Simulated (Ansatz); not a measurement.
Reflectivity of Rh (Fm-3m) at normal incidence (Ansatz, r2SCAN, independent particles, without spin-orbit coupling, line width 0.1 eV (Gaussian), carrier damping 0.05 eV):

```
E (eV)  R (%)
  1.00   89.1
  1.25   85.1
  1.50   83.2
  1.75   82.8
  2.00   84.0
  2.25   82.8
  2.50   80.3
  2.75   77.4
  3.00   74.0
  3.25   76.4
  3.50   81.3
  3.75   85.5
  4.00   84.6
  4.25   82.7
  4.50   79.2
  4.75   74.7
  5.00   71.2
```

Q: What colour would a polished face show in daylight?

A: Near white: CIE x = 0.319, y = 0.337, luminous reflectivity 83 % under D65, from the mean over the axes.

[Logs are printed without paths, hosts, clocks, repeated set-up lines and the standing remarks that a program may print on its own settings, such as how far it seeks lower states.]
